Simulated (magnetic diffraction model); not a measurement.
## Magnetic neutron pattern of Li3Ni4SbS8

Space group C2/m (no. 12), a = 12.4770 Å, b = 7.5220 Å, c = 7.3860 Å, β = 126.09°.

| site | atom | x | y | z |
| --- | --- | --- | --- | --- |
| 2b | Sb | 0 | 1/2 | 0 |
| 2d | Ni | 1/2 | 0 | 1/2 |
| 4f | Ni | 3/4 | 1/4 | 1/2 |
| 2a | Ni | 0 | 0 | 0 |
| 4i | S | 0.7523 | 0 | 0.7334 |
| 8j | S | 0.4992 | 0.7584 | 0.2316 |
| 4i | S | 0.7595 | 1/2 | 0.7478 |
| 2c | Li | 0 | 0 | 1/2 |
| 4e | Li | 3/4 | 3/4 | 0 |

The compound is invented for this exercise: a known structure type with other elements, its cell scaled to their sizes and not relaxed.

Only Ni is taken to order (form factors of Ni2+); orders and moment sizes are assumed, and not adapted to the symmetry. Radiation: neutrons of λ = 2.0775 Å, 3° to 50°; isotropic B of 0.3 Å² (Sb), 0.29 Å² (Ni), 0.35 Å² (S) and 0.53 Å² (Li). Simulated constant-wavelength pattern: nuclear and magnetic terms add, the magnetic one as |2.695 fm × Σ f S⊥ exp(2πi Q·r) exp(−B s²)|², summed over all Q at one angle with the factor 1/(sin²θ cos θ). For collinear order S is the moment m, which repeats by lattice and centring translations R with the sign exp(−2πi k·R). Free-ion form factors, Sears's scattering lengths of 1992, no absorption; a label names one of the reflections at its angle. The strongest nuclear line in the range is 100, and lines under 0.2 are left out.

Assume the order k = (0 0 0), collinear moments along [001], 1.72 μB on Ni; signs + at (1/2, 0, 1/2), − at (3/4, 1/4, 1/2), + at (3/4, 3/4, 1/2), − at (0, 0, 0).

Predict the pattern, nuclear and magnetic parts apart.

```csv
2θ (°),index,nuclear,magnetic
19.84,(1 1 0),8.6,19.0
20.05,(0 0 1),16.1,1.6
20.11,(2 0 -1),72.2,1.6
22.73,(1 1 -1),27.0,3.5
23.78,(2 0 0),2.5,0.0
32.07,(0 2 0),1.4,0.0
32.67,(2 0 -2),1.3,0.0
33.09,(1 1 1),13.2,2.2
33.18,(3 1 -1),13.0,2.2
38.11,(0 2 1),31.8,1.7
38.15,(2 2 -1),9.8,1.7
38.48,(1 1 -2),2.0,1.1
38.56,(3 1 -2),1.5,1.1
39.57,(3 1 0),1.8,3.7
39.65,(2 0 1),18.1,0.8
39.76,(4 0 -1),5.4,0.8
40.31,(2 2 0),11.0,0.0
40.74,(0 0 2),5.6,0.0
40.89,(4 0 -2),5.7,0.0
46.43,(2 2 -2),100.0,0.0
48.67,(4 0 0),46.6,0.0
```

The strongest magnetic line in the range is (1 1 0) at 19.84° (19.0). On top of the Lorentz factor, which all lines share, magnetic lines fade with angle because f falls: for Ni2+ it is 0.92, 0.73, 0.52 and 0.21 at sin θ/λ = 0.1, 0.2, 0.3 and 0.5 Å⁻¹, while nuclear lengths stay constant. The order has no net moment.

[Logs are printed without paths, hosts, clocks, repeated set-up lines and the standing remarks that a program may print on its own settings, such as how far it seeks lower states.]
